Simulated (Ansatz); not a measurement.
# How many bands does the GW gap of GaCuCCl4O (P-1) need?

How do accuracy and time trade against each other in G0W0 on GaCuCCl4O (P-1)?

Method: G0W0 on PBE, plane waves, PAW; PAW set soft_1, in Ansatz 0.2.0.

In doubt: one-shot GW on d or f shells is unsure, so the values of those runs are not to be relied on.

## Step 1: The starting structure

The cell holds 16 atoms: 2 Ga, 2 Cu, 2 C, 8 Cl and 2 O. Cell: a = 6.877 Å, b = 7.015 Å, c = 8.759 Å, α = 81.0°, β = 69.5°, γ = 85.7°. It derives from GaCuCCl4O.

Geometry: measured cell, ions relaxed with PBE. The runs that relaxed it are not among those shown.

## Step 2: 145 empty bands, screening to 30 eV

Now the one-shot GW correction: screening in the RPA, then the self-energy of the levels asked for. This step takes PAW set soft_1 files.

The input, input.yaml:

```yaml
crystal:
  lattice:
    - [6.8769, 0.0, 0.0]
    - [0.522228115, 6.9960358808, 0.0]
    - [3.0741926905, 1.1449101349, 8.1219214749]
  atoms:
    - { symbol: Ga, position: [0.2081665666, 0.7574132111, 0.7643240985] }
    - { symbol: Ga, position: [0.7918334334, 0.2425867889, 0.2356759015] }
    - { symbol: Cu, position: [0.022745104, 0.7338024064, 0.2203571138] }
    - { symbol: Cu, position: [0.977254896, 0.2661975936, 0.7796428862] }
    - { symbol: C, position: [0.2827240723, 0.7757339647, 0.2143510568] }
    - { symbol: C, position: [0.7172759277, 0.2242660353, 0.7856489432] }
    - { symbol: Cl, position: [0.9210642142, 0.756937292, 0.9889027727] }
    - { symbol: Cl, position: [0.0789357858, 0.243062708, 0.0110972273] }
    - { symbol: Cl, position: [0.7852164132, 0.9565929156, 0.3873724251] }
    - { symbol: Cl, position: [0.2147835868, 0.0434070844, 0.6126275749] }
    - { symbol: Cl, position: [0.8424017929, 0.4560128272, 0.3819958627] }
    - { symbol: Cl, position: [0.1575982071, 0.5439871728, 0.6180041373] }
    - { symbol: Cl, position: [0.4876463372, 0.6931938752, 0.8219630673] }
    - { symbol: Cl, position: [0.5123536628, 0.3068061248, 0.1780369327] }
    - { symbol: O, position: [0.4396928157, 0.8115366937, 0.2184202269] }
    - { symbol: O, position: [0.5603071843, 0.1884633063, 0.7815797731] }
kpoints:
  mp_grid: { grid: [2, 2, 2] }
hamiltonian:
  xc: pbe
  pseudopotentials: { kind: paw, azcp: { folder: soft_1 } }
scf:
  occupations: { method: fixed }
gw:
  n_empty_bands: 145
  ecut_chi: 30
  qp_bands: [v4, c4]
  qp_kpoints: band_edges
  screening: { model: contour_deformation }
```

The run is started by

```sh
$ ansatz run input.yaml --threads 2 --pin off --max-ram 73728MiB --backend cuda --events-out ev --progress --plain --runs-dir out --devices 1 --max-vram 13GiB
```

Numbers of over 12 decimals in the logs are rounded to 6 here.

The program printed:

```text
GPUs: using 1 of 1 available (devices: 1).
Engine: ansatz 0.2.0, x86_64-unknown-linux-gnu
Pseudopotentials: kind: paw
Pseudopotential: Ga, paw, valence charge 13, recommended cutoff 420 eV (normal), soft_1/Ga.paw.azcp
Pseudopotential: Cu, paw, valence charge 19, recommended cutoff 420 eV (normal), soft_1/Cu.paw.azcp
Pseudopotential: C, paw, valence charge 4, recommended cutoff 420 eV (normal), soft_1/C.paw.azcp
Pseudopotential: Cl, paw, valence charge 7, recommended cutoff 420 eV (normal), soft_1/Cl.paw.azcp
Pseudopotential: O, paw, valence charge 6, recommended cutoff 420 eV (normal), soft_1/O.paw.azcp
Functional definition: PBE
  parameter kappa = 0.804
  parameter beta = 0.066725
  exchange = pbe_x(kappa = kappa, mu = beta*pi^2/3)
  correlation = pbe_c(beta = beta)
device memory: the entry about to start is reckoned to put 3.4 GiB on a device that reports 41.0 GiB free (of which the cap on the GPU budget leaves the run 13.0 GiB)
GPU FFT provider: cuFFT
GPU libraries: cuBLAS 13.8.2, cuFFT 12.4.0, cuSOLVER 12.3.4
Crystal: 16 atoms, lattice volume = 390.754 Å³
Basis set: ecut = 420 eV, 7629 PW (Γ)
Bands: 86, of which v1, the nominal top of the filled ones, is band 70 counted from 1 (69 counted from 0)
Symmetry: 2 space group operations
Space group: P-1 (ITA 2), of the structure as read, at distance tolerance 7.3e-5 Å
k-points: 8
Non-local potential: Ga, projectors of the file, l = 0: 2, l = 1: 2, l = 2: 3, l = 3: 1
Non-local potential: Cu, projectors of the file, l = 0: 3, l = 1: 2, l = 2: 3, l = 3: 1
Non-local potential: C, projectors of the file, l = 0: 2, l = 1: 2, l = 2: 1
Non-local potential: Cl, projectors of the file, l = 0: 2, l = 1: 2, l = 2: 1
Non-local potential: O, projectors of the file, l = 0: 2, l = 1: 2, l = 2: 1
PAW form: soft (Blöchl's): semilocal exchange-correlation on the pseudo side does not see the compensation charge
PAW one-centre angular grid: Ga, 590 points (default); XC on 64 Gauss nodes
PAW one-centre angular grid: Cu, 590 points (default); XC on 64 Gauss nodes
PAW one-centre angular grid: C, 110 points (default); XC on 64 Gauss nodes
PAW one-centre angular grid: Cl, 110 points (default); XC on 64 Gauss nodes
PAW one-centre angular grid: O, 110 points (default); XC on 64 Gauss nodes
Initial density: superposition of atomic densities (chi_scale 0.1, normalization cell, long waves kept (reshape's long-wave potential 0.29 eV rms))
Initial wavefunctions: pseudopotential atomic-orbital guess
GPU buffer pool allocated for 138240 grid points (all kernels)
GPU transforms: local potential and band sums: pruned to the plane-wave sphere, on 45×48×60
Functional: x = pbe(κ = 0.804, μ = 0.219515), c = pbe(β = 0.066725)
SCF iter   1: F=—  HF=-31109.338911 eV  |F-HF|=—  |Δ(HF+E_count)|=         —  Δρ=1.02e-1  dr2=4.30e1  ethr=3.10e-3  ⟨swp⟩=5.0  Hψ=2576  notcnv=0  defer=89
preconditioner: auto → Resta (q_TF=auto, 2.299 Å⁻¹)  ε∞=3.4  [insulator: Δε(μ)=3.620 eV  Ē_g=13.639 eV  n_scr=82 (ndim 8)  ℏωp=20.9 eV  f_vac=0.141  ε∞_Penn≈3.4]
SCF iter   2: F=—  HF=-31102.175524 eV  |F-HF|=—  |Δ(HF+E_count)|=    7.16e0  Δρ=9.63e-2  dr2=1.99e1  ethr=3.10e-3  ⟨swp⟩=4.0  Hψ=1798  notcnv=0  defer=80
SCF iter   3: F=—  HF=-31099.479093 eV  |F-HF|=—  |Δ(HF+E_count)|=    2.70e0  Δρ=3.76e-2  dr2=5.84e0  ethr=3.10e-3  ⟨swp⟩=3.6  Hψ=1629  notcnv=0  defer=103
SCF iter   4: F=—  HF=-31098.230180 eV  |F-HF|=—  |Δ(HF+E_count)|=    1.25e0  Δρ=1.73e-2  dr2=9.88e-1  ethr=3.10e-3  ⟨swp⟩=2.5  Hψ=1347  notcnv=0  defer=87
SCF iter   5: F=—  HF=-31098.110186 eV  |F-HF|=—  |Δ(HF+E_count)|=   1.20e-1  Δρ=1.37e-2  dr2=4.02e-1  ethr=7.05e-4  ⟨swp⟩=2.9  Hψ=1141  notcnv=0  defer=110
SCF iter   6: F=—  HF=-31098.128744 eV  |F-HF|=—  |Δ(HF+E_count)|=   1.86e-2  Δρ=2.86e-3  dr2=4.69e-2  ethr=2.87e-4  ⟨swp⟩=2.0  Hψ=993  notcnv=0  defer=109
SCF iter   7: F=—  HF=-31098.121095 eV  |F-HF|=—  |Δ(HF+E_count)|=   7.65e-3  Δρ=4.42e-3  dr2=5.95e-2  ethr=3.35e-5  ⟨swp⟩=2.0  Hψ=1287  notcnv=0  defer=112
SCF iter   8: F=—  HF=-31098.115179 eV  |F-HF|=—  |Δ(HF+E_count)|=   5.92e-3  Δρ=1.32e-3  dr2=5.74e-3  ethr=3.35e-5  ⟨swp⟩=2.0  Hψ=866  notcnv=0  defer=112
SCF iter   9: F=—  HF=-31098.115364 eV  |F-HF|=—  |Δ(HF+E_count)|=   1.85e-4  Δρ=7.95e-4  dr2=1.87e-3  ethr=4.10e-6  ⟨swp⟩=2.1  Hψ=1041  notcnv=0  defer=112
SCF iter  10: F=—  HF=-31098.115215 eV  |F-HF|=—  |Δ(HF+E_count)|=   1.49e-4  Δρ=1.66e-4  dr2=8.46e-5  ethr=1.34e-6  ⟨swp⟩=2.0  Hψ=688  notcnv=0  defer=105
SCF iter  11: F=—  HF=-31098.115222 eV  |F-HF|=—  |Δ(HF+E_count)|=   6.75e-6  Δρ=5.28e-5  dr2=7.69e-6  ethr=6.05e-8  ⟨swp⟩=2.1  Hψ=910  notcnv=0  defer=80
SCF iter  12: F=—  HF=-31098.115221 eV  |F-HF|=—  |Δ(HF+E_count)|=   5.52e-7  Δρ=1.46e-5  dr2=8.08e-7  ethr=5.50e-9  ⟨swp⟩=2.0  Hψ=942  notcnv=0  defer=80
SCF iter  13: F=—  HF=-31098.115221 eV  |F-HF|=—  |Δ(HF+E_count)|=   8.53e-8  Δρ=1.33e-5  dr2=5.62e-7  ethr=5.77e-10  ⟨swp⟩=2.0  Hψ=1104  notcnv=0  defer=80
SCF iter  14: F=—  HF=-31098.115221 eV  |F-HF|=—  |Δ(HF+E_count)|=   6.40e-8  Δρ=6.46e-6  dr2=1.31e-7  ethr=4.02e-10  ⟨swp⟩=2.0  Hψ=848  notcnv=0  defer=80
SCF iter  15: F=-31098.115221 eV  HF=-31098.115221 eV  |F-HF|=2.47e-9  |Δ(HF+E_count)|=   1.22e-8  Δρ=1.48e-6  dr2=7.76e-9  ethr=7.14e-11  ⟨swp⟩=14.1  Hψ=3131  notcnv=0
SCF 1 converged in 15 iterations: F = -31098.115221 eV  dr2 = 7.76e-9
[...]
NSCF: frozen V_eff on 8 k-points
G₀W₀ screening: q 1/8
[... further progress lines ...]
SCF converged after 15 iterations
Free energy (F): -31098.115221 eV
Harris-Foulkes:  -31098.115221 eV  (|F-HF|=2.47e-9)
Internal energy: -31098.115221 eV  (E = F + TS)
E sigma→0 (E₀):  -31098.115221 eV
Fermi energy:    1.715285 eV
--- Per-component energies (eV) ---
  E_band       = -1882.599356
  E_kinetic    = 2454.239621
  E_local      = -22934.199545  (includes V_loc(G=0)·N_el)
  E_nonlocal   = 2019.950169
  E_hartree    = 10263.537444
  E_xc         = -1346.300348
  E_vxc        = -1499.790506  (∫ρ·V_xc dr)
  E_paw        = -13427.549843  (= ΣΔE_a)
  E_vpaw       = -2449.876692  (= ΣTr[D̂ρ^β])
  E_aug_tail   = 0.003982  (compensation charges beyond the density's cutoff)
  E_ewald      = -8127.796701
  E_smearing   = -0.000000  (= −TS)
  E_closure    = 0.000000  (closes the sum)
  Σ components = -31098.115221   (vs F -31098.115221, Δ=0.00e0)
--- Band table (eV; the first three rows and the last of 8) ---
  k-point 0: bands = [... 66 lower, 1.4394, 1.4899, 1.5833, 1.6996, 4.8663, 5.2353, 5.4496, 5.4934, ... 12 higher]
  k-point 1: bands = [... 66 lower, 1.4380, 1.5511, 1.6046, 1.6527, 5.0000, 5.1889, 5.4187, 5.4835, ... 12 higher]
  k-point 2: bands = [... 66 lower, 1.3705, 1.3882, 1.6383, 1.7153, 5.2995, 5.3414, 5.4778, 5.5543, ... 12 higher]
  k-point 7: bands = [... 66 lower, 1.3506, 1.4294, 1.6173, 1.6733, 5.3859, 5.4080, 5.4275, 5.5228, ... 12 higher]
--- G₀W₀: contour deformation, 6 samples at zero and on the imaginary axis and 1 off it, 8 q-points, 145 empty bands' worth ---
  eigenvalues of the whole cell's RPA ε∞ on this k-mesh (on a slab, of 1 + 4πα/V) = 2.5764, 2.7274, 2.8881; static W/v taken at q = 0 is 0.364487
  gw.qp_kpoints: band_edges: 8 of 8 stored k-points solved, in 1 pass; an edge of the gap read off the rows below is read off those points alone
  `?` marks the rows in doubt; gw_qp.tsv's column doubts and the gw_qp event give each row's grounds
    ik  band        ε_KS         Σx   Σc(E_QP)       V_xc       Z   E_QP_lin       E_QP  E_QP is
     0    67      1.4394   -39.8775     6.1331   -31.7616  0.7270    -0.6690    -0.5435  root ?
     0    68      1.4899   -40.2567     6.2224   -32.0267  0.7265    -0.6491    -0.5176  root ?
     0    69      1.5833   -39.5760     5.9870   -31.6376  0.7307    -0.4844    -0.3681  root ?
     0    70      1.6996   -38.6654     5.8160   -30.9384  0.7361    -0.3181    -0.2114  root ?
     0    71      4.8663   -10.7475    -2.8947   -15.4157  0.8232     6.6839     6.6398  root
     0    72      5.2353   -11.6789    -3.0052   -16.6833  0.8061     7.3114     7.2345  root
     0    73      5.4496   -11.6470    -3.2853   -17.0830  0.7878     7.7217     7.6003  root ?
     0    74      5.4934   -11.9792    -3.3212   -17.4626  0.7847     7.7863     7.6556  root ?
     1    67      1.4380   -40.0788     6.1619   -31.9327  0.7266    -0.6716    -0.5463  root ?
     1    68      1.5511   -39.8961     6.1051   -31.8162  0.7295    -0.5451    -0.4236  root ?
     1    69      1.6046   -39.5706     6.0327   -31.5672  0.7303    -0.4865    -0.3660  root ?
     1    70      1.6527   -38.7015     5.8406   -30.9486  0.7351    -0.3679    -0.2596  root ?
     1    71      5.0000   -11.2353    -2.9378   -16.0616  0.8137     6.9476     6.8885  root
     1    72      5.1889   -11.2053    -2.9884   -16.1829  0.8165     7.2438     7.1781  root
     1    73      5.4187   -11.5633    -3.2462   -16.9133  0.7898     7.6342     7.5225  root ?
     1    74      5.4835   -12.0516    -3.2572   -17.4219  0.7866     7.7155     7.5965  root ?
     2    67      1.3705   -40.5985     6.2607   -32.3472  0.7235    -0.7488    -0.6202  root ?
     2    68      1.3882   -40.6954     6.3302   -32.3485  0.7223    -0.7650    -0.6284  root ?
     2    69      1.6383   -38.8846     5.8971   -31.0667  0.7343    -0.3926    -0.2824  root ?
     2    70      1.7153   -38.8932     5.8513   -31.1224  0.7358    -0.3121    -0.2043  root ?
     2    71      5.2995   -11.3791    -3.1113   -16.5062  0.8011     7.4020     7.3153  root
     2    72      5.3414   -11.9546    -3.1080   -17.0979  0.7968     7.4697     7.3767  root
     2    73      5.4778   -11.9384    -3.2508   -17.3299  0.7886     7.7371     7.6185  root ?
     2    74      5.5543   -12.3313    -3.2857   -17.7817  0.7844     7.8451     7.7189  root ?
     3    67      1.3803   -41.2982     6.4852   -32.7529  0.7203    -0.8251    -0.6799  root ?
     3    68      1.4302   -39.5622     5.9860   -31.6587  0.7290    -0.5994    -0.4872  root ?
     3    69      1.6422   -39.0551     5.9374   -31.1795  0.7333    -0.4099    -0.2960  root ?
     3    70      1.6949   -38.5939     5.8192   -30.8719  0.7363    -0.3134    -0.2079  root ?
     3    71      5.2418   -11.4550    -3.0811   -16.5521  0.8030     7.3411     7.2577  root
     3    72      5.3599   -11.4689    -3.2094   -16.7361  0.7925     7.5195     7.4177  root ?
     3    73      5.5259   -12.1691    -3.2281   -17.5115  0.7886     7.7540     7.6402  root ?
[...]
4    71      5.0152   -11.2073    -2.9335   -16.0327  0.8155     6.9642     6.9072  root
     4    72      5.0510   -11.2401    -2.9873   -16.1631  0.8098     7.0526     6.9867  root
[...]
5    71      5.1200   -11.4856    -3.0259   -16.5029  0.8092     7.1834     7.1114  root
     5    72      5.1663   -11.0594    -2.9653   -15.9673  0.8179     7.1699     7.1089  root
     5    73      5.3596   -11.9639    -3.1396   -17.1283  0.7919     7.4804     7.3844  root
[...]
7    67      1.3506   -40.7863     6.3954   -32.3652  0.7210    -0.8141    -0.6751  root ?
     7    68      1.4294   -39.7674     6.0279   -31.8093  0.7282    -0.6154    -0.5007  root ?
     7    69      1.6173   -39.2849     5.9866   -31.3493  0.7321    -0.4484    -0.3316  root ?
     7    70      1.6733   -38.8200     5.8795   -31.0144  0.7348    -0.3633    -0.2528  root ?
     7    71      5.3859   -11.9643    -3.2133   -17.2826  0.7922     7.5989     7.4910  root ?
     7    72      5.4080   -11.7726    -3.1765   -17.0512  0.7930     7.6173     7.5101  root ?
     7    73      5.4275   -11.7639    -3.2153   -17.0875  0.7896     7.6487     7.5357  root ?
     7    74      5.5228   -12.2373    -3.2524   -17.6220  0.7881     7.7713     7.6550  root ?
```

Wall time 11 s (1 × NVIDIA H100 80GB HBM3 (shared by 6 runs) with 2 threads of AMD EPYC 7R13 (Zen 3), shared host); peak memory 1.5 GiB; 14 s of CPU time.

Numbers from this step:

```
bands summed                                 : 215
RPA ε∞ on this mesh (eigenvalues)            : 2.576, 2.727, 2.888
plane waves in the screening matrix          : 139
q-points in the mesh                         : 8
G0W0 gap on the mesh                         : 6.844 eV
k of the valence top                         : 0, -0.5, 0
k of the conduction bottom                   : 0, 0, 0
starting gap on the mesh                     : 3.151 eV
Z at the valence top                         : 0.7358
Z at the conduction bottom                   : 0.8232
least direct G0W0 gap on the computed points : 6.851 eV
```

The gap on the mesh goes from 3.15 eV to 6.84 eV, a correction of +3.69 eV. The program marks an edge row as in doubt. Between the two edge states, bare exchange in place of the xc potential would open the gap by 12.44 eV, and correlation takes back 8.75 eV.

## Step 3: 412 empty bands, screening to 60 eV

Another rung: the empty bands reach about as high as the screening cutoff, so the two stay in balance.

Edit input.yaml of step 2 so:

```diff
@@ -30,4 +30,4 @@
 gw:
-  n_empty_bands: 145
-  ecut_chi: 30
+  n_empty_bands: 412
+  ecut_chi: 60
   qp_bands: [v4, c4]
```

The program printed:

```text
GPUs: using 1 of 1 available (devices: 1).
[...]
GPU FFT provider: cuFFT
GPU libraries: cuBLAS 13.8.2, cuFFT 12.4.0, cuSOLVER 12.3.4
Crystal: 16 atoms, lattice volume = 390.754 Å³
Basis set: ecut = 420 eV, 7629 PW (Γ)
Bands: 86, of which v1, the nominal top of the filled ones, is band 70 counted from 1 (69 counted from 0)
Symmetry: 2 space group operations
[...]
k-points: 8
[...]
GPU buffer pool allocated for 138240 grid points (all kernels)
[...]
SCF iter   1: F=—  HF=-31109.338911 eV  |F-HF|=—  |Δ(HF+E_count)|=         —  Δρ=1.02e-1  dr2=4.30e1  ethr=3.10e-3  ⟨swp⟩=5.0  Hψ=2576  notcnv=0  defer=89
[...]
SCF iter  15: F=-31098.115221 eV  HF=-31098.115221 eV  |F-HF|=2.47e-9  |Δ(HF+E_count)|=   1.22e-8  Δρ=1.48e-6  dr2=7.76e-9  ethr=7.14e-11  ⟨swp⟩=14.1  Hψ=3131  notcnv=0
SCF 1 converged in 15 iterations: F = -31098.115221 eV  dr2 = 7.76e-9
[...]
NSCF: frozen V_eff on 8 k-points
[...]
G₀W₀ screening: q 1/8
[... further progress lines ...]
SCF converged after 15 iterations
Free energy (F): -31098.115221 eV
[...]
Internal energy: -31098.115221 eV  (E = F + TS)
E sigma→0 (E₀):  -31098.115221 eV
Fermi energy:    1.715285 eV
[...]
--- Band table (eV; the first three rows and the last of 8) ---
  k-point 0: bands = [... 66 lower, 1.4394, 1.4899, 1.5833, 1.6996, 4.8663, 5.2353, 5.4496, 5.4934, ... 12 higher]
  k-point 1: bands = [... 66 lower, 1.4380, 1.5511, 1.6046, 1.6527, 5.0000, 5.1889, 5.4187, 5.4835, ... 12 higher]
  k-point 2: bands = [... 66 lower, 1.3705, 1.3882, 1.6383, 1.7153, 5.2995, 5.3414, 5.4778, 5.5543, ... 12 higher]
  k-point 7: bands = [... 66 lower, 1.3506, 1.4294, 1.6173, 1.6733, 5.3859, 5.4080, 5.4275, 5.5228, ... 12 higher]
[...]
0    67      1.4394   -39.8775     6.7781   -31.7616  0.7104     0.0523     0.1015  root
     0    68      1.4899   -40.2567     6.8697   -32.0267  0.7100     0.0781     0.1297  root
     0    69      1.5833   -39.5760     6.6170   -31.6376  0.7139     0.2157     0.2619  root
     0    70      1.6996   -38.6654     6.4016   -30.9384  0.7194     0.3293     0.3742  root
     0    71      4.8663   -10.7475    -3.2024   -15.4157  0.8140     6.3590     6.3321  root
     0    72      5.2353   -11.6789    -3.2527   -16.6833  0.7951     7.0401     6.9869  root
     0    73      5.4496   -11.6470    -3.4636   -17.0830  0.7755     7.5161     7.4221  root
     0    74      5.4934   -11.9792    -3.4808   -17.4626  0.7722     7.5999     7.4959  root ?
     1    67      1.4380   -40.0788     6.8098   -31.9327  0.7098     0.0527     0.1016  root
[...]
7    71      5.3859   -11.9643    -3.3977   -17.2826  0.7800     7.3891     7.3065  root
     7    72      5.4080   -11.7726    -3.3651   -17.0512  0.7811     7.4031     7.3216  root
     7    73      5.4275   -11.7639    -3.3837   -17.0875  0.7774     7.4559     7.3674  root
     7    74      5.5228   -12.2373    -3.4260   -17.6220  0.7758     7.5709     7.4815  root
```

Run time: 26 s. Hardware: 1 × NVIDIA H100 80GB HBM3 (shared by 6 runs) with 2 threads; peak memory 2 GiB; 34 s of CPU time.

Numbers from this step:

* bands summed: 482
* RPA ε∞ on this mesh (eigenvalues): 2.590, 2.728, 2.897
* plane waves in the screening matrix: 421
* q-points in the mesh: 8
* G0W0 gap on the mesh: 5.946 eV
* k of the valence top: 0, -0.5, 0
* k of the conduction bottom: 0, 0, 0
* starting gap on the mesh: 3.151 eV
* Z at the valence top: 0.7191
* Z at the conduction bottom: 0.8140
* least direct G0W0 gap on the computed points: 5.958 eV

Against the run with 2×2×2 mesh, 145 empty bands, screening to 30 eV, PAW set soft_1 files, the gap moves by −0.90 eV.

## Step 4: 887 empty bands, screening to 100 eV

Edit input.yaml of step 3 so:

```diff
@@ -30,4 +30,4 @@
 gw:
-  n_empty_bands: 412
-  ecut_chi: 60
+  n_empty_bands: 887
+  ecut_chi: 100.0
   qp_bands: [v4, c4]
```

The program printed:

```text
GPUs: using 1 of 1 available (devices: 1).
[...]
GPU FFT provider: cuFFT
GPU libraries: cuBLAS 13.8.2, cuFFT 12.4.0, cuSOLVER 12.3.4
Crystal: 16 atoms, lattice volume = 390.754 Å³
Basis set: ecut = 420 eV, 7629 PW (Γ)
Bands: 86, of which v1, the nominal top of the filled ones, is band 70 counted from 1 (69 counted from 0)
Symmetry: 2 space group operations
[...]
k-points: 8
[...]
0    74      5.4934   -11.9792    -3.6723   -17.4626  0.7664     7.3841     7.3045  root
[...]
7    71      5.3859   -11.9643    -3.5975   -17.2826  0.7745     7.1688     7.1067  root
     7    72      5.4080   -11.7726    -3.5614   -17.0512  0.7758     7.1868     7.1252  root
     7    73      5.4275   -11.7639    -3.5739   -17.0875  0.7720     7.2448     7.1772  root
     7    74      5.5228   -12.2373    -3.6232   -17.6220  0.7701     7.3518     7.2842  root
[key lines of the parts left out:]
SCF converged after 15 iterations
Free energy (F): -31098.115221 eV
Fermi energy:    1.715285 eV
```

Wall time 53 s (1 × NVIDIA H100 80GB HBM3 (shared by 6 runs) with 2 threads); peak memory 3.2 GiB.

Numbers from this step:

```
bands summed                                 : 957
RPA ε∞ on this mesh (eigenvalues)            : 2.586, 2.721, 2.889
plane waves in the screening matrix          : 893
G0W0 gap on the mesh                         : 5.545 eV
k of the valence top                         : 0, -0.5, 0
k of the conduction bottom                   : 0, 0, 0
starting gap on the mesh                     : 3.151 eV
least direct G0W0 gap on the computed points : 5.563 eV
```

Against the run with 2×2×2 mesh, 412 empty bands, screening to 60 eV, PAW set soft_1 files, the gap moves by −0.40 eV.

[end of part 1 of 2]

[Paths, hosts, dates, memory and timing lines, banners, echoed tables and standing remarks are left out of the program output.]

[Logs are printed without paths, hosts, clocks, repeated set-up lines and the standing remarks that a program may print on its own settings, such as how far it seeks lower states.]

[Runs of the session that timed out or met a known fault of the program may be left out.]

[Cells called generated may have been cut or substituted from an entry of the Crystallography Open Database or the Materials Project.]

[Hosts, paths, dates, database ids (printed as entryN), source tags and the programs' standing remarks are cut or masked in the printed files.]
